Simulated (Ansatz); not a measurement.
# Grüneisen parameters and expansion of GaP (F-43m), part 2 of 4

Aim: how the vibrations of GaP shift with volume, and the expansion that follows.

Experimental results on record:
- volume expansion coefficient 15.9 1e-6/K, heat capacity C_P per formula unit 44.2 J/mol/K and bulk modulus 88.7 GPa near room temperature (given in “High-Throughput Prediction of Finite-Temperature Properties using the Quasi-Harmonic Approximation”, 2016, arXiv:1603.06924)

Ansatz 0.2.0; DFT PBE, scalar-relativistic, plane waves, PAW.

So far, gap on the k-mesh (eV): step 2 (probe on a coarse mesh) 1.65; step 3 (relaxation) 1.58; step 4 (relaxing to small residual forces and stress) 1.58.

**5. Lattice dynamics at this volume, V/V0 1**

Phonons at this volume give one point of F(V, T); meshes stay fixed along the series.

input.yaml

```yaml
crystal:
  lattice:
    - [0.0, 2.7530369311, 2.7530369311]
    - [2.7530369311, 0.0, 2.7530369311]
    - [2.7530369311, 2.7530369311, 0.0]
  atoms:
    - { symbol: Ga, position: [0.0, 0.0, 0.0] }
    - { symbol: P, position: [0.25, 0.25, 0.25] }
kpoints:
  mp_grid: { grid: [8, 8, 8] }
hamiltonian:
  xc: pbe
scf:
  occupations: { method: fixed }
output:
  eigenvalues: true
phonons:
  method: dfpt
  dielectric: true
  rigid_motions: translations
  qmesh: [4, 4, 4]
  temperatures: { t_max: 1000, t_step: 50 }
  qpath:
    path:
      - [[0.0, 0.0, 0.0], [-0.5, -0.5, 0.0], [-0.375, -0.375, 0.25]]
      - [[-0.375, 0.0, 0.375], [0.0, 0.0, 0.0], [0.0, 0.0, 0.5], [-0.5, -0.25, 0.25], [-0.5, -0.5, 0.0]]
    npoints: 10
```

Run with:

```sh
$ ansatz run input.yaml --threads 2 --pin off --max-ram 5120MiB --backend cpu --events-out ev --progress --plain --runs-dir out
```

Numbers of over 12 decimals in the logs are rounded to 6 here.

Output:

```text
Warning: phonons: the dynamical matrix that this run interpolates holds no multipole term above the dipole-dipole one, and a site of this crystal is no centre of inversion, so its interpolated transverse optical and acoustic branches and sound speeds can stay off near Gamma, and the density of states and the thermodynamics with them. What a run solves at a wave vector of phonons.qpoints, Gamma apart, where the deck admits one, is free of this, and under fd what a larger phonons.supercell samples
[...]
Crystal: 2 atoms, lattice volume = 41.732 Å³
Basis set: ecut = 420 eV, 869 PW (Γ), exchange–correlation on 54×54×54 points (8 copies of the dense FFT grid, shifted against one another)
Bands: 13, of which v1, the nominal top of the filled ones, is band 9 counted from 1 (8 counted from 0)
Symmetry: 24 space group operations
k-points: 95 of 512 (irreducible under 4 space group operations, time reversal used)
[...]
SCF iter   1: F=—  HF=-4539.558282 eV  |F-HF|=—  |Δ(HF+E_count)|=         —  Δρ=1.56e-3  dr2=1.43e-3  ethr=1.77e-3  ⟨swp⟩=5.0  Hψ=6519  notcnv=0  defer=172
[...]
SCF iter   8: F=-4539.557393 eV  HF=-4539.557393 eV  |F-HF|=5.00e-11  |Δ(HF+E_count)|=  7.77e-10  Δρ=4.67e-7  dr2=4.75e-11  ethr=1.00e-12  ⟨swp⟩=10.0  Hψ=9921  notcnv=0
SCF 1 converged in 8 iterations: F = -4539.557393 eV  dr2 = 4.75e-11
[...]
DFPT response loops at Γ: preconditioner auto → none (the input reference at scf.mixing.eps_inf says where Resta's filter doesn't serve); β = 0.50; Broyden in place of MSR1
── the response to a field inside a basis, on 10×10×10 k-points: an SCF that follows is theirs, and a resumed run solves both again ──
Bands: 10, of which v1, the nominal top of the filled ones, is band 9 counted from 1 (8 counted from 0)
k-points: 110
[...]
Eigensolver: Dense (110 Hₖ)
SCF iter   1: F=—  HF=-4539.558502 eV  |F-HF|=—  |Δ(HF+E_count)|=         —  Δρ=1.84e-4  dr2=1.04e-5  ethr=1.00e-1
[...]
SCF iter   4: F=-4539.558500 eV  HF=-4539.558500 eV  |F-HF|=5.55e-8  |Δ(HF+E_count)|=   1.28e-7  Δρ=9.58e-6  dr2=3.81e-8  ethr=5.31e-10
SCF 1 converged in 4 iterations: F = -4539.558500 eV  dr2 = 3.81e-8
[...]
WARN: field response: ε∞ stands inside a basis, on 10×10×10 points; the force constants stand on the 8×8×8 k-mesh, whose period is 10.52 times the interband length at k = (0.0000, 0.0000, 0.0000), direct gap 1.578 eV, under 14: take them and everything formed from them as unconverged, and compare with a denser kpoints.mp_grid
NSCF: frozen V_eff on 29 k-points
[...]
DFPT response loops at q = (0, 0, -0.5) (fractional): preconditioner auto → Resta (q_TF=auto, 2.372 Å⁻¹)  ε∞=6.2 (no band partly filled); β = 1.00, the filter's whole step (`scf.mixing.beta` (0.50) is not read by the response loops at its default; to damp them type it under 1.00, their step now; it binds the ground state too); Broyden in place of MSR1
[...]
SCF converged after 8 iterations
Free energy (F): -4539.557393 eV
[...]
Internal energy: -4539.557393 eV  (E = F + TS)
E sigma→0 (E₀):  -4539.557393 eV
Fermi energy:    6.707060 eV
[...]
--- Band table (eV; the first three rows and the last of 95) ---
  k-point 0: bands = [... 5 lower, -5.5602, 6.7071, 6.7071, 6.7071, 8.2854, 10.5991, 10.5991, 10.5991]
  k-point 1: bands = [... 5 lower, -5.3658, 5.0823, 6.4885, 6.4885, 8.9897, 10.9349, 10.9349, 11.1097]
  k-point 2: bands = [... 5 lower, -4.8155, 2.8976, 6.0731, 6.0731, 8.7582, 11.4307, 11.4307, 12.8997]
  k-point 94: bands = [... 5 lower, -2.6519, 0.2883, 3.2742, 3.4317, 11.4014, 11.4365, 12.7193, 12.8572]
--- Phonons (Γ-DFPT): 2 representative perturbations + reference, on 95 of 512 k-points (Σ response iterations 6) ---
  k mesh reduced under 4 symmetry operations, with k and −k counted as one. Each operation leaves every solved perturbation unchanged. A smaller set is not considered because the run solves the response to a homogeneous field
  ASR residual: 9.244e-5 → 0.000e0 eV/Å²; symmetrization residual: 3.241e-6 eV/Å²
  ASR residual per site (eV/Å²): 9.61e-6 9.24e-5
  Γ frequencies (cm⁻¹): 0.00 0.00 0.00 344.66 344.66 344.66
  ε∞ (high-frequency dielectric tensor):
       10.627663     0.000000    -0.000000
        0.000000    10.627663     0.000000
       -0.000000     0.000000    10.627663
  ε⁰ (static dielectric tensor: ions relaxed, cell fixed):
       12.861810     0.000000    -0.000000
        0.000000    12.861810    -0.000000
       -0.000000    -0.000000    12.861810
  ε⁰ − ε∞ (ionic part):
        2.234147     0.000000    -0.000000
        0.000000     2.234147    -0.000000
       -0.000000    -0.000000     2.234147
  softest optical mode at Γ: 344.66 cm⁻¹; the repairs (sum rule, projections) moved no ω² at Γ by more than (0.99 cm⁻¹)²
  Born effective charges Z* (e; rows j = field, columns β = displacement):
    site 0:
         2.19708    0.00000   -0.00000
        -0.00000    2.19708    0.00000
         0.00000    0.00000    2.19708
    site 1:
        -2.19708   -0.00000    0.00000
         0.00000   -2.19708   -0.00000
        -0.00000   -0.00000   -2.19708
  Z* charge neutrality: 2.190e-4 e pre-enforcement
  solved inside a basis spanned on kpoints, on 10×10×10 k-points transformed towards the longest dipole: ε∞ is read to err by 2.9e-2, Z* by 1.4e-2 e (field_mesh: kpoints solves on kpoints); Z* is corrected for what the basis lacks
  optical modes at Γ without the LO–TO term, one row a degenerate level:
      ω (cm⁻¹)  modes    IR ((D/Å)²/amu)
        344.66      3            15.5783
  optical modes at Γ + LO–TO along q̂ = [1.0000, 0.0000, 0.0000]:
      ω (cm⁻¹)  modes    IR ((D/Å)²/amu)
        344.66      2            10.3855
        379.16      1             5.1928
  optical modes at Γ + LO–TO along q̂ = [0.0000, 1.0000, 0.0000]:
      ω (cm⁻¹)  modes    IR ((D/Å)²/amu)
        344.66      2            10.3855
        379.16      1             5.1928
  optical modes at Γ + LO–TO along q̂ = [0.0000, 0.0000, 1.0000]:
      ω (cm⁻¹)  modes    IR ((D/Å)²/amu)
        344.66      2            10.3855
        379.16      1             5.1928
--- Phonons (arbitrary-q DFPT): 8 irreducible q on the 4×4×4 mesh ---
  q = [0.0000, 0.0000, 0.0000] (star 1, of the zone-centre solve; hermiticity 6.92e-7, symmetrization 9.80e-14): -0.00 0.00 0.00 344.66 344.66 344.66
  q = [0.0000, 0.0000, 0.2500] (star 8, 2 solved perturbations on 288 of 512 k-point pairs; hermiticity 2.94e-7, symmetrization 9.81e-13): 65.89 65.89 154.17 341.70 341.70 368.43
[...]
q = [0.0000, 0.2500, 0.2500] (star 6, 4 solved perturbations in 528 linear systems a pass and spin channel, the states on 164 of 512 k-point pairs; hermiticity 3.26e-7, symmetrization 1.57e-13): 87.52 87.52 158.72 339.76 339.76 370.23
[...]
sum rule: each row above includes the acoustic sum rule's correction from the zone centre's row sums; it moved no ω² by more than (0.90 cm⁻¹)²
  mesh force constants: q→R imaginary residual 1.71e-18; ASR residual 9.244e-5 → 0.000e0 eV/Å²; symmetrization residual 7.105e-15 eV/Å²
  interpolated dispersion: 63 rows × 6 modes
  density of states and harmonic sums: on the 20×20×20 q-mesh, interpolated from the force constants of a 4×4×4 supercell (with the dipole–dipole term)
  largest difference from the sums on the solved wave vectors: F 1.04e-2 eV, S 1.44e-5 and C_V 4.00e-6 eV/K
  zero-point energy: 0.088791 eV/cell   skipped modes (ω ≤ 0): 3   left out of the sums: 6.25e-5 of the cell's modes: C_V's classical limit lies that fraction below 3 k_B per atom; for a crystal, a wire or a layer, F and S can be off by more, and a phonons.interpolated_qmesh denser along its periods is the remedy for the sampling
```

It took 1.8 min on 2 threads of Intel Xeon 6975P-C (Granite Rapids), shared host; peak memory 1.1 GiB; 3.5 min of CPU time.

Numbers from this step:

```yaml
gamma_frequencies: 0, 0, 0, 344.7, 344.7, 344.7 cm⁻¹ (negative: imaginary)
lowest_frequency_on_the_path: 0 cm⁻¹
zero_point_energy: 0.08879 eV/cell
point_group: -43m
highest_frequency: 379.2 cm⁻¹
debye_temperature_from_the_second_moment: 491 K
```

LO-TO term included. Phonon branches along the path, in cm⁻¹:

| point | branch 1 | branch 2 | branch 3 | branch 4 | branch 5 | branch 6 |
| --- | --- | --- | --- | --- | --- | --- |
| Γ | 0 | 0 | 0 | 345 | 345 | 379 |
| halfway | 88 | 88 | 159 | 340 | 340 | 370 |
| X | 102 | 102 | 241 | 341 | 341 | 348 |
| halfway | 103 | 113 | 234 | 329 | 340 | 361 |
| U | 105 | 129 | 217 | 319 | 339 | 372 |
| jump to K | 105 | 129 | 217 | 319 | 339 | 372 |
| halfway | 77 | 109 | 158 | 340 | 340 | 367 |
| Γ | 0 | 0 | 0 | 345 | 345 | 379 |
| halfway | 66 | 66 | 154 | 342 | 342 | 368 |
| L | 80 | 80 | 224 | 342 | 342 | 352 |
| halfway | 101 | 122 | 206 | 322 | 340 | 371 |
| W | 119 | 139 | 207 | 311 | 343 | 373 |
| halfway | 110 | 118 | 227 | 322 | 342 | 365 |
| X | 102 | 102 | 241 | 341 | 341 | 348 |

The phonon branches as a text plot (rows in cm⁻¹):

```
    371 |********       **********************      **********
    356 |        *******                      ******          ***
    340 |********************************************************
    324 |              ********                     ****     **
    308 |                                               *****
    292 |
    276 |
    261 |
    245 |            **                                        **
    229 |         ***  **                        **          **
    213 |        *       ***                   **  ****  ****
    198 |                   *                 *        **
    182 |       *            ***             *
    166 |      *                *
    150 |                                   *
    134 |    **           *****  *         *           ******
    118 |              ***     *                     ** *******
    103 |   *   *************** * **      *         * **      ***
     87 |      *               * *              ******
     71 |  * **                 *****    *  ****
     55 |   *                     ***      *
     40 | **                        **  * *
     24 | *                          *   *
      8 |*                            ***
         Γ           X  U|K            Γ         L        W     X
```

Tetrahedra on 20 20 20, mean over bins of 5 cm⁻¹. Table of phonon density of states by wavenumber; read off at these points:

| wavenumber (cm⁻¹) | phonon density of states (1/cm⁻¹/cell) |
| --- | --- |
| 2 | 0 |
| 18 | 2.3e-4 |
| 28 | 6.7e-4 |
| 42 | 0.00188 |
| 52 | 0.00321 |
| 68 | 0.00705 |
| 82 | 0.0255 |
| 92 | 0.0312 |
| 102 | 0.0540 |
| 108 | 0.0434 |
| 118 | 0.0275 |
| 132 | 0.0229 |
| 142 | 0.00234 |
| 158 | 0.0035 |
| 172 | 0.00544 |
| 182 | 0.00768 |
| 198 | 0.0164 |
| 208 | 0.0348 |
| 222 | 0.00665 |
| 238 | 0.00146 |
| 248 | 0 |
| 262 | 0 |
| 272 | 0 |
| 288 | 0 |
| 298 | 0 |
| 312 | 0.00637 |
| 328 | 0.0307 |
| 338 | 0.110 |
| 342 | 0.162 |
| 352 | 0.00181 |
| 362 | 0.0338 |
| 368 | 0.0847 |
| 378 | 0.00539 |

Harmonic. Thermo, by row:

| T (K) | F_vib (meV/atom) | S (J/mol-atom/K) | C_V (J/mol-atom/K) |
| --- | --- | --- | --- |
| 0 | 44.4 | 0 | 0 |
| 50 | 44.07 | 2.262 | 4.969 |
| 100 | 41.5 | 7.769 | 11.42 |
| 150 | 36.01 | 13.37 | 16.18 |
| 200 | 27.74 | 18.46 | 19.11 |
| 250 | 16.99 | 22.93 | 20.88 |
| 300 | 4.07 | 26.84 | 21.98 |
| 350 | -10.75 | 30.29 | 22.7 |
| 400 | -27.26 | 33.35 | 23.19 |
| 450 | -45.27 | 36.1 | 23.54 |
| 500 | -64.63 | 38.6 | 23.79 |
| 550 | -85.23 | 40.88 | 23.98 |
| 600 | -107 | 42.97 | 24.13 |
| 650 | -129.7 | 44.91 | 24.25 |
| 700 | -153.5 | 46.71 | 24.34 |
| 750 | -178.1 | 48.39 | 24.42 |
| 800 | -203.6 | 49.97 | 24.48 |
| 850 | -229.9 | 51.45 | 24.53 |
| 900 | -256.9 | 52.86 | 24.58 |
| 950 | -284.7 | 54.19 | 24.61 |
| 1000 | -313.1 | 55.45 | 24.64 |

The modes has structure finer than the step of the table below, so its rows give means over 10 cm⁻¹, whole bins alone (the curve runs from -10 to 400 cm⁻¹). Peaks (cm⁻¹: height): Ga 103.4: 0.0389, 206.6: 0.0312, 340.6: 0.0370, 369.0: 0.0117; P 340.6: 0.127, 369.0: 0.0613.

Phonopy on the run's constants, 17x17x17 mesh, Gaussian sigma 2.9 cm⁻¹. Table of modes by wavenumber; means over each step; values in 1/cm⁻¹/cell:

| wavenumber (cm⁻¹) | Ga | P |
| --- | --- | --- |
| 0 | 3.8e-5 | 1.9e-5 |
| 10 | 3.6e-5 | 1.3e-5 |
| 20 | 3.1e-4 | 1.4e-4 |
| 30 | 4.6e-4 | 2.0e-4 |
| 40 | 0.00145 | 6.1e-4 |
| 50 | 0.00195 | 7.8e-4 |
| 60 | 0.00344 | 0.00132 |
| 70 | 0.00657 | 0.00238 |
| 80 | 0.0147 | 0.00494 |
| 90 | 0.0228 | 0.00697 |
| 100 | 0.0339 | 0.00898 |
| 110 | 0.0317 | 0.00742 |
| 120 | 0.0228 | 0.00498 |
| 130 | 0.0202 | 0.00402 |
| 140 | 0.00481 | 0.00115 |
| 150 | 0.00214 | 6.2e-4 |
| 160 | 0.00293 | 7.7e-4 |
| 170 | 0.00422 | 9.7e-4 |
| 180 | 0.00607 | 0.00115 |
| 190 | 0.00962 | 0.00133 |
| 200 | 0.0210 | 0.00158 |
| 210 | 0.0232 | 0.00108 |
| 220 | 0.00920 | 3.4e-4 |
| 230 | 0.00359 | 9.3e-5 |
| 240 | 0.00102 | 1.3e-5 |
| 250 | 1.7e-5 | 0 |
| 260 | 0 | 0 |
| 270 | 0 | 0 |
| 280 | 0 | 0 |
| 290 | 0 | 0 |
| 300 | 2.5e-7 | 2.3e-5 |
| 310 | 1.4e-4 | 0.00547 |
| 320 | 0.00163 | 0.0261 |
| 330 | 0.00535 | 0.0312 |
| 340 | 0.0260 | 0.0906 |
| 350 | 0.00344 | 0.0123 |
| 360 | 0.00381 | 0.0232 |
| 370 | 0.00974 | 0.0511 |
| 380 | 0.00177 | 0.00821 |
| 390 | 4.0e-6 | 1.4e-5 |

Born charge (rows field, columns displacement) (e), principal values of the symmetric part by kind of site:

| atom | atoms with these values | low | middle | high | mean |
| --- | --- | --- | --- | --- | --- |
| Ga1 | 1 | 2.20 | 2.20 | 2.20 | 2.20 |
| P2 | 1 | -2.20 | -2.20 | -2.20 | -2.20 |

In full for P2:

```
-2.20  0.00  0.00
 0.00 -2.20  0.00
 0.00  0.00 -2.20
```

ε∞:

```
10.63  0.00  0.00
 0.00 10.63  0.00
 0.00  0.00 10.63
```

No LO-TO term. Modes at Γ, with each element's share of the kinetic energy:

| mode | frequency (cm⁻¹) | symmetry | Ga % | P % |
| --- | --- | --- | --- | --- |
| 1 | 0.0 | T2 | 69 | 31 |
| 2 | 0.0 | T2 | 69 | 31 |
| 3 | 0.0 | T2 | 69 | 31 |
| 4 | 344.7 | T2 | 31 | 69 |
| 5 | 344.7 | T2 | 31 | 69 |
| 6 | 344.7 | T2 | 31 | 69 |

Displacements in mode 6 (344.7 cm⁻¹), the largest set to 1:
```
Ga1 -0.44 -0.21 -0.09
P2   1.00  0.47  0.20
```

No mode is imaginary beyond numerical noise at the solved wavevectors.

**6. A cell at another volume, V/V0 1.015**

Symmetry fixes every atom, so a single point at the scaled cell gives the energy and pressure of this member.

The cell differs from the one that the last finished run ended in (a 3.893 → 3.913 Å, b 3.893 → 3.913 Å, c 3.893 → 3.913 Å).

input.yaml, the sections that differ from step 5:

```yaml
crystal:
  lattice:
    - [0.0, 2.7667338577, 2.7667338577]
    - [2.7667338577, 0.0, 2.7667338577]
    - [2.7667338577, 2.7667338577, 0.0]
  atoms:
    - { symbol: Ga, position: [0.0, 0.0, 0.0] }
    - { symbol: P, position: [0.25, 0.25, 0.25] }
output:
  forces: true
  stress: true
  eigenvalues: true
# kpoints, hamiltonian, scf: as in step 5
# phonons: removed
```

Output:

```text
[...]
Crystal: 2 atoms, lattice volume = 42.358 Å³
Basis set: ecut = 420 eV, 869 PW (Γ), exchange–correlation on 54×54×54 points (8 copies of the dense FFT grid, shifted against one another)
Bands: 13, of which v1, the nominal top of the filled ones, is band 9 counted from 1 (8 counted from 0)
Symmetry: 24 space group operations
[...]
k-points: 29 of 512 (time reversal used)
[...]
SCF iter   1: F=—  HF=-4539.556035 eV  |F-HF|=—  |Δ(HF+E_count)|=         —  Δρ=1.56e-3  dr2=1.47e-3  ethr=1.77e-3  ⟨swp⟩=5.0  Hψ=1991  notcnv=0  defer=50
[...]
SCF iter   6: F=-4539.555195 eV  HF=-4539.555195 eV  |F-HF|=7.56e-9  |Δ(HF+E_count)|=   3.79e-7  Δρ=1.07e-5  dr2=2.78e-8  ethr=5.56e-10  ⟨swp⟩=8.9  Hψ=2353  notcnv=0
SCF 1 converged in 6 iterations: F = -4539.555195 eV  dr2 = 2.78e-8
[...]
SCF converged after 6 iterations
Free energy (F): -4539.555195 eV
[...]
Internal energy: -4539.555195 eV  (E = F + TS)
E sigma→0 (E₀):  -4539.555195 eV
Fermi energy:    6.526357 eV
[...]
--- Stress (GPa, compression-positive) ---
       -1.106461       0.000000      -0.000000
       -0.000000      -1.106461       0.000000
       -0.000000       0.000000      -1.106461
  P = ⅓ Tr σ = -1.1065 GPa (-11.065 kbar)
--- Band table (eV; the first three rows and the last of 29) ---
  k-point 0: bands = [... 5 lower, -5.6339, 6.5264, 6.5264, 6.5264, 7.9839, 10.4205, 10.4205, 10.4205]
  k-point 1: bands = [... 5 lower, -5.4435, 4.9011, 6.3129, 6.3129, 8.7255, 10.7499, 10.7499, 10.9000]
  k-point 2: bands = [... 5 lower, -4.9043, 2.7468, 5.9058, 5.9058, 8.5247, 11.2410, 11.2410, 12.6453]
  k-point 28: bands = [... 5 lower, -2.7970, 0.1687, 3.1609, 3.3195, 11.1899, 11.2166, 12.4933, 12.6783]
```

It took 0.78 s on 2 threads; peak memory 0.37 GiB.

This step gave:

```
pressure          : -1.106 GPa
gap on the k-mesh : 1.458 eV
volume per atom   : 21.18 Å³
```

At this level the gap is 1.46 eV on the k-mesh of the self-consistent run, which can miss the band edges.

**7. Phonons, V/V0 1.015**

The same q-mesh and k-mesh are kept at every volume, so that much of their error can cancel in the differences.

input.yaml, the sections that differ from step 6:

```yaml
output:
  eigenvalues: true
phonons:
  method: dfpt
  dielectric: true
  rigid_motions: translations
  qmesh: [4, 4, 4]
  temperatures: { t_max: 1000, t_step: 50 }
  qpath:
    path:
      - [[0.0, 0.0, 0.0], [-0.5, -0.5, 0.0], [-0.375, -0.375, 0.25]]
      - [[-0.375, 0.0, 0.375], [0.0, 0.0, 0.0], [0.0, 0.0, 0.5], [-0.5, -0.25, 0.25], [-0.5, -0.5, 0.0]]
    npoints: 10
# crystal, kpoints, hamiltonian, scf: as in step 6
```

Output:

```text
[...]
Crystal: 2 atoms, lattice volume = 42.358 Å³
Basis set: ecut = 420 eV, 869 PW (Γ), exchange–correlation on 54×54×54 points (8 copies of the dense FFT grid, shifted against one another)
Bands: 13, of which v1, the nominal top of the filled ones, is band 9 counted from 1 (8 counted from 0)
Symmetry: 24 space group operations
k-points: 95 of 512 (irreducible under 4 space group operations, time reversal used)
[...]
optical modes at Γ + LO–TO along q̂ = [0.0000, 1.0000, 0.0000]:
      ω (cm⁻¹)  modes    IR ((D/Å)²/amu)
        338.42      2            10.6164
        373.28      1             5.3082
  optical modes at Γ + LO–TO along q̂ = [0.0000, 0.0000, 1.0000]:
      ω (cm⁻¹)  modes    IR ((D/Å)²/amu)
        338.42      2            10.6164
        373.28      1             5.3082
--- Phonons (arbitrary-q DFPT): 8 irreducible q on the 4×4×4 mesh ---
[...]
interpolated dispersion: 63 rows × 6 modes
[...]
[key lines of the parts left out:]
SCF converged after 8 iterations
Free energy (F): -4539.555195 eV
Fermi energy:    6.526383 eV
```

It took 1.9 min on 2 threads; peak memory 1 GiB.

LO-TO term included. The phonon branches at the labelled points (cm⁻¹):

| point | branch 1 | branch 2 | branch 3 | branch 4 | branch 5 | branch 6 |
| --- | --- | --- | --- | --- | --- | --- |
| Γ | 0 | 0 | 0 | 338 | 338 | 373 |
| halfway | 88 | 88 | 156 | 333 | 333 | 364 |
| X | 103 | 103 | 238 | 334 | 334 | 342 |
| halfway | 104 | 113 | 230 | 322 | 333 | 354 |
| U | 106 | 128 | 214 | 312 | 331 | 365 |
| jump to K | 106 | 128 | 214 | 312 | 331 | 365 |
| halfway | 77 | 108 | 156 | 333 | 333 | 360 |
| Γ | 0 | 0 | 0 | 338 | 338 | 373 |
| halfway | 66 | 66 | 152 | 335 | 335 | 362 |
| L | 81 | 81 | 221 | 335 | 335 | 345 |
| halfway | 101 | 122 | 203 | 316 | 333 | 363 |
| W | 118 | 138 | 204 | 305 | 335 | 365 |
| halfway | 110 | 118 | 223 | 316 | 334 | 358 |
| X | 103 | 103 | 238 | 334 | 334 | 342 |

The phonon branches as a text plot (rows in cm⁻¹):

```
    366 |********       **********************       *********
    350 |        *******                      *******         ***
    334 |********************************************************
    319 |              **** ****                    ****     **
    303 |                  *                            *****
    288 |
    272 |
    257 |
    241 |            **                                        **
    226 |         ***  **                       ***          **
    210 |                ***                   *   ****  ****
    194 |        *          *                 *        **
    179 |       *            ***             *
    163 |      *                *
    148 |                                   *
    132 |    **          ******  *         *           ******
    117 |              **      *                     ** *******
    101 |   *   *************** * **      *         ****      ***
     86 |      *               * *             ******
     70 |  * **                 *****    *  ***
     54 |   *                     ***      *
     39 | **                        **  * *
     23 | *                          *  **
      8 |*                            **
         Γ           X  U|K            Γ         L        W     X
```

No mode is imaginary beyond numerical noise at the solved wavevectors. The highest zone-centre mode (no LO–TO term) moved by -1.8 % for a volume change of +1.5 %.

[end of part 2 of 4]

[Logs are printed without paths, hosts, clocks, repeated set-up lines and the standing remarks that a program may print on its own settings, such as how far it seeks lower states.]

[Hosts, paths, dates, database ids (printed as entryN), source tags and the programs' standing remarks are cut or masked in the printed files.]

[A step with changed settings may run another functional than the one named; its input shows which.]

[Of the runs on displaced cells, only some may be shown.]
